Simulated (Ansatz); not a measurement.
# Starting-point dependence of the GW gap of NaFeN (P6_3mc)

One-shot GW is not self-consistent; how far does the start matter for NaFeN (P6_3mc)?

Main program and level: Ansatz 0.2.0; G0W0 on several functionals, plane waves, PAW.

In doubt: one-shot GW on d or f shells is unsure, so the values of those runs are not to be relied on.

## (1) Set-up

Symmetry: P6_3mc, No. 186, hexagonal system. The conventional cell has a = 2.979 Å, b = 2.979 Å, c = 9.678 Å, α = 90.00°, β = 90.00°, γ = 120.00°. Nearest to Na lie 4 N at 2.55 to 2.95 Å and 3 Fe at 2.91 Å and 6 Na at 2.98 Å. Fe has 3 N at 1.78 Å nearest. Nearest to N lie 3 Fe at 1.78 Å and 4 Na at 2.55 to 2.95 Å. Farther neighbours and most contacts between anions are not listed.

The cell and positions are those that the Materials Project relaxed with its own functionals (PBE, PBE+U or r2SCAN), kept fixed.

## (2) G0W0 on LDA

Now the one-shot GW correction: screening in the RPA, then the self-energy of the levels asked for. This step takes PAW set soft_1 files.

This step: G0W0 on LDA, plane waves, PAW; PAW set soft_1.

File input.yaml:

```yaml
crystal:
  lattice:
    - [2.9791986867, 0.0, 0.0]
    - [-1.4895993434, 2.5800617456, 0.0]
    - [0.0, 0.0, 9.67759076]
  atoms:
    - { symbol: Na, position: [0.66666667, 0.33333333, 0.76069016] }
    - { symbol: Na, position: [0.33333333, 0.66666667, 0.26069016] }
    - { symbol: Fe, position: [0.0, 0.0, 0.51816637] }
    - { symbol: Fe, position: [0.0, 0.0, 0.01816637] }
    - { symbol: "N", position: [0.33333333, 0.66666667, 0.56578347] }
    - { symbol: "N", position: [0.66666667, 0.33333333, 0.06578347] }
kpoints:
  mp_grid: { grid: [6, 6, 2] }
hamiltonian:
  xc: lda
  pseudopotentials: { kind: paw, azcp: { folder: soft_1 }, xc_functional: pbe }
scf:
  occupations: { method: fixed }
gw:
  n_empty_bands: 589
  ecut_chi: 230.0
  qp_bands: [v2, c2]
  qp_kpoints: band_edges
  screening: { model: contour_deformation }
```

On the command line:

```bash
$ ansatz run input.yaml --threads 3 --pin off --max-ram 92160MiB --backend cuda --events-out ev --progress --plain --runs-dir out --devices 1 --max-vram 13GiB
```

Numbers of over 12 decimals in the logs are rounded to 6 here.

Log:

```text
GPUs: using 1 of 1 available (devices: 1).
Engine: ansatz 0.2.0, x86_64-unknown-linux-gnu
Pseudopotentials: kind: paw
Pseudopotential: Na, paw, valence charge 9, recommended cutoff 420 eV (normal), soft_1/Na.paw.azcp
Pseudopotential: Fe, paw, valence charge 16, recommended cutoff 420 eV (normal), soft_1/Fe.paw.azcp
Pseudopotential: N, paw, valence charge 5, recommended cutoff 420 eV (normal), soft_1/N.paw.azcp
Functional definition: SPW92
  exchange = slater_x
  correlation = pw_c
device memory: the entry about to start is reckoned to put 1.3 GiB on a device that reports 59.7 GiB free (of which the cap on the GPU budget leaves the run 13.0 GiB)
GPU FFT provider: cuFFT
GPU libraries: cuBLAS 13.8.2, cuFFT 12.4.0, cuSOLVER 12.3.4
Crystal: 6 atoms, lattice volume = 74.387 Å³
Basis set: ecut = 420 eV, 1401 PW (Γ)
Bands: 36, of which v1, the nominal top of the filled ones, is band 30 counted from 1 (29 counted from 0)
Symmetry: 12 space group operations
Space group: P63mc (ITA 186), of the structure as read, at distance tolerance 4.2e-5 Å
k-points: 14 of 72
Non-local potential: Na, projectors of the file, l = 0: 3, l = 1: 2, l = 2: 1
Non-local potential: Fe, projectors of the file, l = 0: 3, l = 1: 2, l = 2: 3, l = 3: 1
Non-local potential: N, projectors of the file, l = 0: 2, l = 1: 2, l = 2: 1
PAW form: soft (Blöchl's): semilocal exchange-correlation on the pseudo side does not see the compensation charge
PAW frozen core: Na, regenerated for the run's functional, and the local potential with it (the file was generated under x = pbe(κ = 0.804, μ = 0.219515), c = pbe(β = 0.066725))
PAW frozen core: Fe, regenerated for the run's functional, and the local potential with it (the file was generated under x = pbe(κ = 0.804, μ = 0.219515), c = pbe(β = 0.066725))
PAW frozen core: N, regenerated for the run's functional, and the local potential with it (the file was generated under x = pbe(κ = 0.804, μ = 0.219515), c = pbe(β = 0.066725))
PAW one-centre angular grid: Na, 110 points (default); XC on 64 Gauss nodes
PAW one-centre angular grid: Fe, 590 points (default); XC on 64 Gauss nodes
PAW one-centre angular grid: N, 110 points (default); XC on 64 Gauss nodes
Initial density: superposition of atomic densities (chi_scale 0.1, normalization cell, long waves kept (reshape's long-wave potential 0.09 eV rms))
Initial wavefunctions: pseudopotential atomic-orbital guess
GPU buffer pool allocated for 28800 grid points (all kernels)
GPU transforms: local potential and band sums: pruned to the plane-wave sphere, on 20×20×72
Functional: x = slater, c = lda
SCF iter   1: F=—  HF=-12523.272401 eV  |F-HF|=—  |Δ(HF+E_count)|=         —  Δρ=7.81e-2  dr2=2.88e0  ethr=3.10e-3  ⟨swp⟩=4.0  Hψ=1467  notcnv=0  defer=27
preconditioner: auto → Resta (q_TF=auto, 2.632 Å⁻¹)  ε∞=5.2  [insulator: Δε(μ)=0.308 eV  Ē_g=13.287 eV  n_scr=26 (ndim 8)  ℏωp=27.2 eV  f_vac=0.000  ε∞_Penn≈5.2]
SCF iter   2: F=—  HF=-12522.836314 eV  |F-HF|=—  |Δ(HF+E_count)|=   4.36e-1  Δρ=7.54e-2  dr2=3.30e0  ethr=3.10e-3  ⟨swp⟩=2.6  Hψ=964  notcnv=0  defer=39
SCF iter   3: F=—  HF=-12522.509207 eV  |F-HF|=—  |Δ(HF+E_count)|=   3.27e-1  Δρ=3.71e-2  dr2=8.74e-1  ethr=3.10e-3  ⟨swp⟩=2.8  Hψ=905  notcnv=0  defer=35
SCF iter   4: F=—  HF=-12522.361525 eV  |F-HF|=—  |Δ(HF+E_count)|=   1.48e-1  Δρ=1.45e-2  dr2=1.34e-1  ethr=1.46e-3  ⟨swp⟩=2.0  Hψ=613  notcnv=0  defer=51
SCF iter   5: F=—  HF=-12522.330845 eV  |F-HF|=—  |Δ(HF+E_count)|=   3.07e-2  Δρ=4.28e-3  dr2=1.35e-2  ethr=2.23e-4  ⟨swp⟩=2.1  Hψ=658  notcnv=0  defer=56
SCF iter   6: F=—  HF=-12522.328165 eV  |F-HF|=—  |Δ(HF+E_count)|=   2.68e-3  Δρ=7.95e-4  dr2=4.67e-4  ethr=2.25e-5  ⟨swp⟩=2.1  Hψ=639  notcnv=0  defer=56
SCF iter   7: F=—  HF=-12522.328157 eV  |F-HF|=—  |Δ(HF+E_count)|=   8.28e-6  Δρ=1.67e-4  dr2=1.67e-5  ethr=7.79e-7  ⟨swp⟩=2.6  Hψ=758  notcnv=0  defer=47
SCF iter   8: F=—  HF=-12522.328160 eV  |F-HF|=—  |Δ(HF+E_count)|=   2.78e-6  Δρ=4.52e-5  dr2=1.56e-6  ethr=2.78e-8  ⟨swp⟩=2.0  Hψ=631  notcnv=0  defer=26
SCF iter   9: F=-12522.328160 eV  HF=-12522.328160 eV  |F-HF|=4.60e-8  |Δ(HF+E_count)|=   2.78e-8  Δρ=1.07e-5  dr2=8.36e-8  ethr=1.67e-10  ⟨swp⟩=7.4  Hψ=1826  notcnv=0
SCF 1 converged in 9 iterations: F = -12522.328160 eV  dr2 = 8.36e-8
  greatest PAW one-centre occupation: 1.001 electrons in one spin orbital (limit 2), on the Fe atom at site 3 (counted from 0), in its partial waves of l = 1
device memory: the entry about to start is reckoned to put 2.0 GiB on a device that reports 52.7 GiB free (of which the cap on the GPU budget leaves the run 13.0 GiB)
NSCF: frozen V_eff on 14 k-points
the band table was solved once the SCF had ended and its energy, with any forces and stress, was formed, with the checks that follow a solve (2120 applications of the Hamiltonian). They found nothing against the state; the energy, forces and stress were not computed again (output.eigenvalues in the input reference)
device memory: the entry about to start is reckoned to put 5.5 GiB on a device that reports 51.8 GiB free (of which the cap on the GPU budget leaves the run 13.0 GiB)
NSCF: frozen V_eff on 14 k-points
G₀W₀ screening: q 1/14
[... further progress lines ...]
SCF converged after 9 iterations
Free energy (F): -12522.328160 eV
Harris-Foulkes:  -12522.328160 eV  (|F-HF|=4.60e-8)
[...]
k-point 2: bands = [... 26 lower, 8.8630, 8.8661, 8.9069, 9.1830, 11.5192, 11.9683, 12.5154, 12.7890, ... 2 higher]
  k-point 13: bands = [... 26 lower, 8.6796, 8.6796, 9.2251, 9.2251, 9.8382, 9.8382, 10.9041, 10.9041, ... 2 higher]
--- G₀W₀: contour deformation, 9 samples at zero and on the imaginary axis and 1 off it, 72 q-points, 589 empty bands' worth ---
  eigenvalues of the whole cell's RPA ε∞ on this k-mesh (on a slab, of 1 + 4πα/V) = 6.2193, 37.1156, 37.1156; static W/v taken at q = 0 is 0.023038
  bands read: the sum over 619 bands ends inside a degenerate multiplet in 8 slots, whose members it reads at an even weight; the widest, k=1: bands 619 to 620 (counted from 1) at 1/2 each
  gw.qp_kpoints: band_edges: 14 of 14 stored k-points solved, in 1 pass; an edge of the gap read off the rows below is read off those points alone
  `?` marks the rows in doubt; gw_qp.tsv's column doubts and the gw_qp event give each row's grounds
    ik  band        ε_KS         Σx   Σc(E_QP)       V_xc       Z   E_QP_lin       E_QP  E_QP is
     0    29      8.9302   -34.3622     4.5890   -30.5633  0.5553     9.6807     9.7204  root ?
     0    30      8.9302   -34.3622     4.5890   -30.5633  0.5553     9.6807     9.7204  root ?
     0    31     11.3828   -21.8614    -3.1519   -25.7300  0.6367    12.0967    12.0996  root
     0    32     12.0847   -13.1341    -4.4402   -17.9456  0.6545    12.4586    12.4559  root
     1    29      8.9280   -34.3495     4.5884   -30.5509  0.5550     9.6777     9.7178  root ?
     1    30      8.9280   -34.3495     4.5884   -30.5509  0.5550     9.6777     9.7178  root ?
     1    31     11.6367   -18.5756    -3.7107   -22.8333  0.6449    12.2224    12.1837  root
     1    32     11.6367   -18.5756    -3.7107   -22.8333  0.6449    12.2224    12.1837  root
     2    29      8.9069   -31.0042     3.8608   -27.8449  0.5679     9.5739     9.6084  root ?
     2    30      9.1830   -30.7286     3.4489   -27.9399  0.5878     9.8208     9.8432  root ?
     2    31     11.5192   -20.6695    -3.3017   -24.6365  0.6397    12.1800    12.1847  root
     2    32     11.9683   -15.8443    -4.6198   -20.8901  0.6522    12.4108    12.3942  root
     3    29      9.0740   -30.9592     3.6424   -27.9989  0.5815     9.7304     9.7562  root ?
     3    30      9.0740   -30.9592     3.6424   -27.9989  0.5815     9.7304     9.7562  root ?
     3    31     11.7387   -18.0564    -3.9196   -22.4924  0.6444    12.2832    12.2551  root
     3    32     11.7387   -18.0564    -3.9196   -22.4924  0.6444    12.2832    12.2551  root
     4    29      8.9724   -25.7481     2.2671   -23.9961  0.6119     9.4718     9.4876  root
     4    30      9.2744   -26.6924     1.6553   -25.5881  0.6232     9.8135     9.8254  root
     4    31     10.7205   -22.5990    -3.3453   -26.6152  0.6165    11.3931    11.3915  root
     4    32     10.9515   -23.7729    -3.2992   -27.7606  0.6046    11.6156    11.6400  root
     5    29      9.1583   -26.6768     1.9628   -25.2649  0.6182     9.6955     9.7092  root
     5    30      9.1583   -26.6768     1.9628   -25.2649  0.6182     9.6955     9.7092  root
     5    31     10.8366   -23.3410    -3.2991   -27.3294  0.6105    11.5127    11.5259  root
     5    32     10.8366   -23.3410    -3.2991   -27.3294  0.6105    11.5127    11.5259  root
     6    29      8.9726   -34.4320     4.2781   -30.9629  0.5667     9.7477     9.7817  root ?
     6    30      8.9733   -34.4253     4.2684   -30.9656  0.5667     9.7479     9.7819  root ?
     6    31     10.3891   -21.9960    -2.4206   -24.9806  0.6286    11.0095    10.9531  root ?
     6    32     10.5056   -23.1904    -2.2638   -26.1039  0.6113    11.1380    11.1553  root
     7    29      8.9729   -34.4285     4.2731   -30.9642  0.5667     9.7478     9.7818  root ?
     7    30      8.9729   -34.4285     4.2731   -30.9642  0.5667     9.7478     9.7818  root ?
     7    31     10.4436   -22.5628    -2.3596   -25.4931  0.6198    11.0690    11.0143  root ?
     7    32     10.4436   -22.5628    -2.3596   -25.4931  0.6198    11.0690    11.0143  root ?
     8    29      9.1393   -27.5003     2.7809   -25.2939  0.6046     9.6957     9.7139  root
     8    30      9.5587   -27.3671     2.0074   -25.9003  0.6223    10.0916    10.0993  root
     8    31     10.9879   -21.9487    -4.0789   -26.6669  0.6197    11.6176    11.6272  root ?
     8    32     11.0625   -22.3683    -4.1760   -27.2020  0.6226    11.7096    11.7202  root
     9    29      9.3840   -27.6553     2.3772   -25.8450  0.6163     9.9383     9.9509  root
     9    30      9.3840   -27.6553     2.3772   -25.8450  0.6163     9.9383     9.9509  root
     9    31     11.0228   -22.1716    -4.1299   -26.9528  0.6215    11.6626    11.6741  root
     9    32     11.0228   -22.1716    -4.1299   -26.9528  0.6215    11.6626    11.6741  root
    10    29      8.8655   -32.7949     3.9185   -29.6408  0.5661     9.5925     9.6299  root ?
    10    30      8.8788   -32.5783     3.9423   -29.3894  0.5683     9.5967     9.6321  root ?
    10    31     10.2090   -23.8315    -2.9047   -27.4873  0.6080    10.9449    10.9601  root
    10    32     10.2344   -24.0399    -2.8121   -27.5977  0.6056    10.9637    10.9801  root
    11    29      8.8710   -32.6546     3.9073   -29.5057  0.5673     9.5932     9.6293  root ?
    11    30      8.8710   -32.6546     3.9073   -29.5057  0.5673     9.5932     9.6293  root ?
    11    31     10.2237   -23.9980    -2.8652   -27.6144  0.6063    10.9587    10.9749  root
    11    32     10.2237   -23.9980    -2.8652   -27.6144  0.6063    10.9587    10.9749  root
    12    29      9.2263   -29.9697     3.3320   -27.2515  0.5964     9.8217     9.8401  root ?
    12    30      9.2263   -29.9697     3.3320   -27.2515  0.5964     9.8217     9.8401  root ?
    12    31      9.8385   -24.9128    -3.8754   -29.6942  0.6070    10.7379    10.7446  root
    12    32      9.8385   -24.9128    -3.8754   -29.6942  0.6070    10.7379    10.7446  root
    13    29      9.2251   -29.9234     3.3209   -27.2150  0.5964     9.8191     9.8376  root ?
    13    30      9.2251   -29.9234     3.3209   -27.2150  0.5964     9.8191     9.8376  root ?
    13    31      9.8382   -24.9398    -3.8643   -29.7107  0.6069    10.7381    10.7448  root
    13    32      9.8382   -24.9398    -3.8643   -29.7107  0.6069    10.7381    10.7448  root
[key lines of the parts left out:]
Fermi energy:    9.558724 eV
```

The job ended after 56 s (1 × NVIDIA H100 80GB HBM3 (shared by 6 runs) with 3 threads of AMD EPYC 7R13 (Zen 3), shared host; peak memory 2.2 GiB; 97 s of CPU time).

This step gave:

```yaml
bands_summed: 619
rpa_eps_infinity_on_this_mesh_eigenvalues: 6.219, 37.12, 37.12
plane_waves_in_the_screening_matrix: 611
q_points_in_the_mesh: 72
g0w0_gap_on_the_mesh: 0.6452 eV
k_of_the_valence_top: 0.1667, 0.1667, 0
k_of_the_conduction_bottom: 0.3333, 0.3333, 0
starting_gap_on_the_mesh: 0.2794 eV
z_at_the_valence_top: 0.6223
z_at_the_conduction_bottom: 0.6070
least_direct_g0w0_gap_on_the_computed_points: 0.9044 eV
```

The gap on the mesh goes from 0.28 eV to 0.65 eV, a correction of +0.37 eV. Between the two edge states, bare exchange in place of the xc potential would open the gap by 6.25 eV, and correlation takes back 5.88 eV.

(Continued in part 2 of 2.)

[Paths, hosts, dates, memory and timing lines, banners, echoed tables and standing remarks are left out of the program output.]

[Logs are printed without paths, hosts, clocks, repeated set-up lines and the standing remarks that a program may print on its own settings, such as how far it seeks lower states.]

[Runs of the session that timed out or met a known fault of the program may be left out.]

[Cells called generated may have been cut or substituted from an entry of the Crystallography Open Database or the Materials Project.]

[Hosts, paths, dates, database ids (printed as entryN), source tags and the programs' standing remarks are cut or masked in the printed files.]
